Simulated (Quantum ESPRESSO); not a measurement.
## λ and ρ(T) of Rh (Fm-3m) from pw.x, ph.x and EPW

Wanted: λ, Tc and ρ(T) of Rh (Fm-3m) from Quantum ESPRESSO and EPW.

Main program and level: Quantum ESPRESSO 7.5; DFT PBEsol, scalar-relativistic, plane waves, PseudoDojo 0.4.1 norm-conserving pseudopotentials.

The experiments to compare with:

For Rh (bulk crystal), “CRC Handbook of Chemistry and Physics, 84th edition, Electrical Resistivity of Pure Metals” (2003, CRC Press, section 12, read from Wikipedia's data page) quotes earlier work: resistivity at 273 K 4.3 μΩ cm.

“Specific Heats and Enthalpies of Technical Solids at Low Temperatures” (1960, NBS Monograph 21, table 3) quotes from earlier work for Rh (bulk crystal): Sommerfeld coefficient γ (electronic heat capacity coefficient, an early compilation) 4.9 mJ/(mol K²).

## Step 1: The structure

The structure is cubic, space group Fm-3m (No. 225). The conventional cell has a = 3.796 Å, b = 3.796 Å, c = 3.796 Å, α = 90.00°, β = 90.00°, γ = 90.00°. Rh has 12 Rh at 2.68 Å nearest.

## Step 2: Relaxation

The cell is relaxed under the functional used for all that follows.

relax.in reads:

```
&control
   calculation = 'vc-relax'
   prefix = 'x'
   outdir = './tmp'
   pseudo_dir = './pseudo'
   tprnfor = .true.
   tstress = .true.
   etot_conv_thr = 1.0d-05
   forc_conv_thr = 4.0d-04
/
&system
   ibrav = 0
   nat = 1
   ntyp = 1
   ecutwfc = 88.0
   occupations = 'smearing'
   smearing = 'mv'
   degauss = 0.02
/
&electrons
   conv_thr = 1.0d-11
/
&ions
/
&cell
   press_conv_thr = 0.4
/
ATOMIC_SPECIES
 Rh    102.9055  Rh.upf
CELL_PARAMETERS angstrom
     0.000000000    1.897850000    1.897850000
     1.897850000    0.000000000    1.897850000
     1.897850000    1.897850000    0.000000000
ATOMIC_POSITIONS crystal
 Rh     0.000000000   0.000000000   0.000000000
K_POINTS automatic
 12 12 12 0 0 0
```

Launch:

```console
$ OMP_NUM_THREADS=1 mpirun -n 8 pw.x -nk 8 -in relax.in > relax.out
```

The program printed:

```text
Program PWSCF v.7.5

     This program is part of the open-source Quantum ESPRESSO suite
     for quantum simulation of materials; please cite
         "P. Giannozzi et al., J. Phys.:Condens. Matter 21 395502 (2009);
         "P. Giannozzi et al., J. Phys.:Condens. Matter 29 465901 (2017);
         "P. Giannozzi et al., J. Chem. Phys. 152 154105 (2020);
     in publications or presentations arising from this work. More details at

     Message from routine setup:
     using ibrav=0 with symmetry is DISCOURAGED, use correct ibrav instead

     G-vector sticks info
     --------------------
     sticks:   dense  smooth     PW     G-vecs:    dense   smooth      PW
     Sum         625     625    199                10177    10177    1837

     Using Slab Decomposition

     bravais-lattice index     =            0
     lattice parameter (alat)  =       5.0720  a.u.
     unit-cell volume          =      92.2597 (a.u.)^3
     number of atoms/cell      =            1
     number of atomic types    =            1
     number of electrons       =        17.00
     number of Kohn-Sham states=           13
     kinetic-energy cutoff     =      88.0000  Ry
     charge density cutoff     =     352.0000  Ry
     scf convergence threshold =      1.0E-11
     mixing beta               =       0.7000
     number of iterations used =            8  plain     mixing
     energy convergence thresh.=      1.0E-05
     force convergence thresh. =      4.0E-04
     press convergence thresh. =      4.0E-01
     Exchange-correlation= PBESOL
                           (   1   4  10   8   0   0   0)
     nstep                     =           50

     celldm(1)=   5.071959  celldm(2)=   0.000000  celldm(3)=   0.000000
     celldm(4)=   0.000000  celldm(5)=   0.000000  celldm(6)=   0.000000

     crystal axes: (cart. coord. in units of alat)
               a(1) = (   0.000000   0.707107   0.707107 )
               a(2) = (   0.707107   0.000000   0.707107 )
               a(3) = (   0.707107   0.707107   0.000000 )
[...]
number of Kohn-Sham states=           13
     number of k points=    72  Marzari-Vanderbilt smearing, width (Ry)=  0.0200
     estimated scf accuracy    <       0.12800710 Ry
     estimated scf accuracy    <       0.07150219 Ry
     estimated scf accuracy    <       0.00029608 Ry
     estimated scf accuracy    <       0.00000859 Ry
     estimated scf accuracy    <       0.00000062 Ry
     estimated scf accuracy    <       0.00000005 Ry
     estimated scf accuracy    <          4.8E-09 Ry
     estimated scf accuracy    <          3.3E-10 Ry
     the Fermi energy is    22.9995 ev
!    total energy              =    -234.43105286 Ry
     estimated scf accuracy    <          2.7E-14 Ry
     convergence has been achieved in  11 iterations
          total   stress  (Ry/bohr**3)                   (kbar)     P=       -0.24
   JOB DONE.
```

Run time: 9.5 s. Hardware: 8 MPI ranks of Arm Neoverse V2, shared host.

Numbers from this step:

```yaml
free_energy: -3189.5970 eV
pressure: -0.02400 GPa
volume_per_atom: 13.51 Å³/atom
```

The volume ends at 13.51 Å³ an atom, -1.2 % from the start.

## Step 3: Ground state

Linear response needs a tightly converged ground state.

scf.in reads:

```
&control
   calculation = 'scf'
   prefix = 'x'
   outdir = './tmp'
   pseudo_dir = './pseudo'
   tprnfor = .true.
   tstress = .true.
/
&system
   ibrav = 0
   nat = 1
   ntyp = 1
   ecutwfc = 88.0
   occupations = 'smearing'
   smearing = 'mv'
   degauss = 0.02
/
&electrons
   conv_thr = 1.0d-12
/
ATOMIC_SPECIES
 Rh    102.9055  Rh.upf
CELL_PARAMETERS angstrom
     0.000000000    1.890158600    1.890158600
     1.890158600    0.000000000    1.890158600
     1.890158600    1.890158600    0.000000000
ATOMIC_POSITIONS crystal
 Rh     0.000000000   0.000000000   0.000000000
K_POINTS automatic
 12 12 12 0 0 0
```

Launch:

```console
$ OMP_NUM_THREADS=1 mpirun -n 8 pw.x -nk 8 -in scf.in > scf.out
```

The program printed:

```text
[banner, memory and clock lines left out]
[...]
number of Kohn-Sham states=           13
     number of k points=    72  Marzari-Vanderbilt smearing, width (Ry)=  0.0200
     estimated scf accuracy    <       0.12635300 Ry
     estimated scf accuracy    <       0.06836020 Ry
     estimated scf accuracy    <       0.00029240 Ry
     estimated scf accuracy    <       0.00000834 Ry
     estimated scf accuracy    <       0.00000056 Ry
     estimated scf accuracy    <       0.00000005 Ry
     estimated scf accuracy    <          3.8E-09 Ry
     estimated scf accuracy    <          2.7E-10 Ry
     estimated scf accuracy    <          3.9E-12 Ry
     the Fermi energy is    22.9995 ev
!    total energy              =    -234.43105286 Ry
     estimated scf accuracy    <          1.8E-13 Ry
     convergence has been achieved in  10 iterations
          total   stress  (Ry/bohr**3)                   (kbar)     P=       -0.25
```

It took 3 s on 8 MPI ranks.

This step gave:

```yaml
fermi_energy: 23.00 eV
pressure: -0.02500 GPa
```

The Fermi level lies at 23.00 eV and the pressure is -0.025 GPa.

(Continued in part 2 of 4.)

[The logs of pw.x and epw.x are selected lines.]

[Logs are printed without paths, hosts, clocks, repeated set-up lines and the standing remarks that a program may print on its own settings, such as how far it seeks lower states.]

[Hosts, paths, dates, database ids (printed as entryN), source tags and the programs' standing remarks are cut or masked in the printed files.]
